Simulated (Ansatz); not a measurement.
# Glassy 96GeO2-4CaO (mol %) (71 atoms): geometry optimisation, part 2 of 2

Aim: bring glassy 96GeO2-4CaO (mol %) (71 atoms) to a nearby minimum of the energy and see what moves.

Ansatz 0.2.0; Kohn-Sham DFT, PBE, PAW (set soft_2), plane waves.

The cell: 23 Ge, 1 Ca and 47 O. The quench rate of 500 K/ps far exceeds what a furnace or splat quench reaches. The network of bonds at the start is that of the classical potential that made the cell. The Brillouin zone is sampled at Γ only, in a cell whose shortest periodic width is 10 Å.

So far, density (g/cm³): step 4 (structure statistics after relaxation) 3.57.

## Step 5: Single point at the relaxed geometry

The electronic structure is read at the final geometry, in a run of its own.

Input file input.yaml:

```yaml
crystal:
  lattice:
    - [10.4603, 0.0, 0.0]
    - [0.0, 10.4603, 0.0]
    - [0.0, 0.0, 10.4603]
  atoms:
    - { symbol: Ge, position: [0.52541, 0.6009, 0.65565] }
    - { symbol: Ge, position: [0.39024, 0.53186, 0.37555] }
    - { symbol: Ge, position: [0.09458, 0.19341, 0.11251] }
    - { symbol: Ge, position: [0.78729, 0.09278, 0.42333] }
    [... 61 atom lines left out ...]
    - { symbol: O, position: [0.86153, 0.4653, 0.09897] }
    - { symbol: O, position: [0.98521, 0.50059, 0.32577] }
    - { symbol: O, position: [0.75645, 0.67654, 0.23851] }
    - { symbol: O, position: [0.24551, 0.11755, 0.08078] }
    - { symbol: O, position: [0.94907, 0.63303, 0.71547] }
    - { symbol: O, position: [0.91442, 0.98397, 0.39518] }
kpoints:
  mp_grid: { grid: [1, 1, 1] }
hamiltonian:
  xc: pbe
scf:
  occupations: { method: gaussian, width: 0.025 }
output:
  forces: true
  stress: true
  populations: true
  dos:
    method: { smearing: { sigma: 0.15 } }
    de: 0.1
    projected: { site_lists: { Ca: [Ca], Ge: [Ge], O: [O] } }
  eigenvalues: true
  write_density: true
  write_potential: true
  volumetric_format: npy
```

On the command line:

```console
$ ansatz run input.yaml --threads 4 --pin off --max-ram 8192MiB --backend cpu --events-out ev --progress --plain --runs-dir out
```

Numbers of over 12 decimals in the logs are rounded to 6 here.

The program printed:

```text
[...]
Crystal: 71 atoms, lattice volume = 1144.544 Å³
Basis set: ecut = 420 eV, 22335 PW (Γ), exchange–correlation on 144×144×144 points (8 copies of the dense FFT grid, shifted against one another)
Bands: 378, of which v1, the nominal top of the filled ones, is band 307 counted from 1 (306 counted from 0)
Symmetry: 1 space group operations
[...]
k-points: 1
[...]
SCF iter   1: F=—  HF=-127264.961277 eV  |F-HF|=—  |Δ(HF+E_count)|=         —  Δρ=2.44e-3  dr2=6.52e-2  ethr=1.77e-3  ⟨swp⟩=6.0  Hψ=1478  notcnv=0  defer=49
[...]
SCF iter   9: F=-127264.971425 eV  HF=-127264.971425 eV  |F-HF|=3.36e-8  |Δ(HF+E_count)|=   3.75e-9  Δρ=2.10e-6  dr2=4.84e-8  ethr=1.63e-11  ⟨swp⟩=18.0  Hψ=2931  notcnv=0
SCF 1 converged in 9 iterations: F = -127264.971425 eV  dr2 = 4.84e-8
[...]
WARN: The input density's exchange-correlation potential varies sharply where the density is thin. Do not read a vacuum level from v_tot or v_xc, or from such a field of the output density. On a cell that repeats whose density bears no net charge and no dipole along the vacuum's axis use v_es (v_loc + v_h of the components); [...]
SCF converged after 9 iterations
Free energy (F): -127264.971425 eV
[...]
Internal energy: -127264.971425 eV  (E = F + TS)
E sigma→0 (E₀):  -127264.971425 eV
Fermi energy:    3.992239 eV
[...]
--- Forces (eV/Å), atoms counted from 1 ---
  atom   1  Ge    -0.00161211    -0.00143626     0.00638519
  atom   2  Ge     0.00055187    -0.00387637    -0.00991249
  atom   3  Ge    -0.00264241     0.00779041    -0.00200031
  atom   4  Ge    -0.00296811     0.00170601    -0.00041876
  atom   5  Ge     0.01147594    -0.00798278    -0.00214204
  atom   6  Ge    -0.00341435     0.00383932     0.00557850
  atom   7  Ge    -0.00887113    -0.00041841    -0.00553333
  atom   8  Ge    -0.00546804     0.01022789     0.00081014
  atom   9  Ge     0.00702628    -0.00324194     0.00203742
  atom  10  Ge    -0.01090492    -0.01179168    -0.02065000
  atom  11  Ge     0.00552959     0.00498764     0.00039540
  atom  12  Ge    -0.00657766    -0.00012945    -0.00259114
  atom  13  Ge     0.00560691    -0.00748495     0.01422518
  atom  14  Ge     0.00121869     0.00612631     0.00575155
[...]
atom  70  O      0.00016864     0.00715727     0.00052842
  atom  71  O      0.00270366     0.00045993    -0.00022306
  max |Σ_I F_I| component: 5.96e-5 eV/Å
--- Stress (GPa, compression-positive) ---
       -2.530995      -0.478561      -0.766297
       -0.478561      -1.854970       0.403787
       -0.766297       0.403787      -2.300659
  P = ⅓ Tr σ = -2.2289 GPa (-22.289 kbar)
--- Band table (eV) ---
[...]
--- Löwdin populations: 71 sites ---
  site symbol       q [e]
     0     Ge     12.3885
     1     Ge     12.4082
     2     Ge     12.4117
[...]
70      O      6.7309
  spilling = 0.005491 (of n_electrons = 614.000000)
```

Wall time 17 s (4 threads of Arm Neoverse V2, shared host); peak memory 1.5 GiB; 64 s of CPU time.

The program notes that the exchange-correlation potential is rough where the density is thin.

Read from the output:

| Item | Value |
| --- | --- |
| free energy | -127264.9714 eV |
| free energy per atom | -1792.4644 eV/atom |
| SCF cycles | 9 |
| pressure | -2.229 GPa |
| r.m.s. force component | 0.00508 eV/Å |
| longest force | 0.02616 eV/Å |
| Fermi energy | 3.992 eV |
| gap (highest filled to lowest empty level) | 1.911 eV |
| spilling of the projection | 0.005491 |

Löwdin charges by element (they lack the spilled electrons, 0.047 e an atom on average):

```
element  coordination  atoms  mean charge (e)  spread   least    most
     Ca           all      1             1.81       0    1.81    1.81
     Ge           all     23             1.58  0.0216    1.53    1.61
      O           all     47           -0.741  0.0353  -0.927  -0.710
```

States in the cell by windows of 1 eV, zero at the Fermi level; the larger projections on atomic orbitals stand beside the total:

| from (eV) | to (eV) | total | O p | Ge p | Ge s | O s |
| --- | --- | --- | --- | --- | --- | --- |
| -18 | -17 | 24.7 | 0.2 | 3.9 | 0.2 | 19.4 |
| -17 | -16 | 2.1 | 0.0 | 0.2 | 0.1 | 1.6 |
| -16 | -11 | 0.0 | 0.0 | 0.0 | 0.0 | 0.0 |
| -11 | -10 | 7.9 | 4.4 | 0.2 | 3.0 | 0.3 |
| -10 | -9 | 10.4 | 5.8 | 0.5 | 3.4 | 0.6 |
| -9 | -8 | 12.4 | 7.2 | 1.0 | 3.1 | 0.9 |
| -8 | -7 | 12.0 | 7.4 | 1.3 | 2.3 | 0.9 |
| -7 | -6 | 18.9 | 13.7 | 4.4 | 0.3 | 0.2 |
| -6 | -5 | 31.5 | 23.4 | 6.8 | 0.3 | 0.6 |
| -5 | -4 | 22.6 | 17.5 | 2.9 | 0.3 | 1.4 |
| -4 | -3 | 48.4 | 42.4 | 3.3 | 0.3 | 1.6 |
| -3 | -2 | 83.3 | 79.5 | 1.6 | 0.2 | 0.9 |
| -2 | -1 | 31.6 | 30.7 | 0.3 | 0.0 | 0.2 |
| -1 | 0 | 3.0 | 2.8 | 0.1 | 0.0 | 0.0 |
| 0 | 1 | 1.0 | 0.2 | 0.0 | 0.5 | 0.2 |
| 1 | 2 | 1.0 | 0.2 | 0.0 | 0.5 | 0.2 |
| 2 | 3 | 8.1 | 2.1 | 0.9 | 3.6 | 1.2 |
| 3 | 4 | 13.7 | 3.7 | 2.1 | 5.6 | 1.9 |
| 4 | 5 | 11.0 | 2.9 | 2.4 | 3.7 | 1.2 |

Between -26 and -18 eV lie 303 more states.

The levels nearest the highest filled one (over half full), pooled over k-points and spins:

```
level less the highest filled one (eV)  occupation
                                -0.676           2
                                -0.652           2
                                -0.563           2
                                -0.445           2
                               -0.0437           2
                                     0           2
                                  1.91           0
                                  3.29           0
                                  3.55           0
                                  3.61           0
                                  3.86           0
                                  3.98           0
```

Electrostatic potential energy in the ab plane at fractional z = 0.744, with atoms of Ge and Ca and O within 0.2 Å of it. With pseudopotentials it is smooth inside the atoms' cores, unlike the true potential.

Values in eV, 13 rows by 16 columns, each cell a mean:
```
  8  10  10  10   9   2 -19 -23 -17 -20  -7 -25 -23  -1   6   7
 -3   7  10  10   8  -3 -30 -33 -10   6   7   0 -27 -18  -5 -14
-19   4   9   9   9   5  -4 -18  -3   9  10   7 -18 -15 -22 -36
 -4   6   9   9   9   9   2 -34 -19   8  10  10   9   6  -6 -18
  1   9   9  10  10  10   8  -3  -6   1   7   9   9   8 -10 -32
  6   8   9  10  10   9   7   2  -5   0   7   9   9   9   4  -5
 -7   3   8   8   8   8   6  -9 -25   2   9  10  10   9   4  -7
-36  -6   6   1  -3  -7 -14 -18 -25   4  11  11  10   8  -6 -36
-21  -1   7   7   1 -25 -36 -17   5  10  11  11  11   8   0 -21
  3   6   8   8   5  -7 -15  -3   7   9  10  10  10   9   7   4
  8   8   9   9   9   8   7   8   9  10   9   9   9   9   9   8
  9   9   9  10  10   9   9   9  10   9   5  -2  -1   6   9   9
 10  10  10  10  10   8   5   5 -12 -28 -12 -31 -29  -3   7   9
```
Columns run along a (10.5 Å; values clipped at the 3rd and 97th percentile), rows up along b (10.5 Å). Atoms in or near the plane, at fractional coordinates: Ge at (0.39, 0.34), Ge at (0.44, 0.90), Ge at (0.74, 0.00), Ca at (0.99, 0.40), O at (0.51, 0.45), O at (0.79, 0.84), O at (0.57, 0.00), O at (0.48, 0.73).

Valence density in the ab plane at fractional z = 0.744, with atoms of Ge and Ca and O within 0.2 Å of it. It is the smooth field of the valence electrons, not physical close to the nuclei.

Ten steps, logarithmic in the rise over the least value, from '_' (0 e/Å³) to '@' (29 e/Å³), each cell a mean:
```
__________________....::------==**++----**%%##--..________
....______________....==%%##==------::..::------::..______
......______________::++@@@@++::....____..--==++==::....::
--....______________..--++++--..________..==****++----++++
==..__________________..::----::..______..--++++==--++%%@@
--..__________________..==++++==..________..::::::::--**##
::..__________________..==****==::________________..::----
::..__________________..--====--..________________..--====
--..____________________..::::::..________________::==**++
::..______________________........________________..--++==
..________________________....::..__________________..::::
..______________________..::====::..____________________..
--::______....::....____::==****==::__________....__..::--
**==::____..----::......::==****==..________........::==**
**++::____..::--::::==++==------::..__________......::++**
++--..______......--##@@##--....____________________..--++
....____________..::**%%**::__________________________....
__________________..::--::..______________________________
____________________....__________________________________
__________________________________________________________
__________________________________________________________
______________________________........__........__________
____________________________..--====::::--++==::..________
__________________________..::++****==--##@@%%--..________
```
Columns run along a (10.5 Å), rows up along b (10.5 Å). Atoms in or near the plane, at fractional coordinates: Ge at (0.39, 0.34), Ge at (0.44, 0.90), Ge at (0.74, 0.00), Ca at (0.99, 0.40), O at (0.51, 0.45), O at (0.79, 0.84), O at (0.57, 0.00), O at (0.48, 0.73).

Mean Löwdin charges: Ca +1.81, Ge +1.58, O -0.74 e (they miss 0.55 % of the electrons, so they add up to more than the cell's charge). The largest share in the top eV of filled states is O p (98 % of the projected weight), and in the lowest eV of empty states Ge s (53 % of the projected weight).

Local excerpt of 10 atoms (numbers count through the whole input) about O57, whose charge lies farthest from its element's mean; x, y, z are measured from there.

```
atom      x      y      z  distance (Å)  Löwdin charge (e)
 O57   0.00   0.00   0.00          0.00              -0.93
Ge21  -0.61   0.69   1.42          1.70               1.53
Ca24   1.89  -0.24  -0.95          2.13               1.81
 O66   0.56   0.45   2.76          2.85              -0.74
 O56  -2.22   0.02   1.86          2.90              -0.73
 O70   1.47   2.20  -1.25          2.93              -0.79
 O43  -0.86   2.49   1.35          2.96              -0.74
 O28   0.87   0.20  -2.98          3.11              -0.83
 O37  -3.11   0.29  -1.03          3.29              -0.72
Ge20   0.41   1.87  -2.72          3.33               1.54
```

## Step 6: Outcome

* energy change in the relaxation: -134.7 meV/atom
* r.m.s. displacement: 0.347 Å
* largest displacement: 0.734 Å
* free energy per atom: -1792.4644 eV/atom
* pressure: -2.229 GPa
* r.m.s. force component: 0.00508 eV/Å
* gap (highest filled to lowest empty level): 1.911 eV
* wall time of the 3 DFT runs: 2.3 min

In words: Relaxation lowers the energy by 135 meV/atom and moves atoms by 0.35 Å r.m.s.; the r.m.s. force component goes from 1.3 to 0.0051 eV/Å, the pressure goes from 5.5 to -2.2 GPa, and the gap from 1.61 to 1.91 eV. From the first step to the last the energy fell by 9.565 eV, and the largest move was 0.73 Å (O65). The highest filled and lowest empty levels differ by 1.91 eV (at Γ alone); a semilocal functional tends to put such gaps too low. In a disordered cell it changes from sample to sample, and tail or defect levels can set it.

**Limits.** The network of bonds at the start is that of the classical potential that made the cell; in DFT atoms moved by 0.35 Å r.m.s. The pressure of -2.2 GPa means that a free cell would contract at this level.

[Logs are printed without paths, hosts, clocks, repeated set-up lines and the standing remarks that a program may print on its own settings, such as how far it seeks lower states.]

[Hosts, paths, dates, database ids (printed as entryN), source tags and the programs' standing remarks are cut or masked in the printed files.]
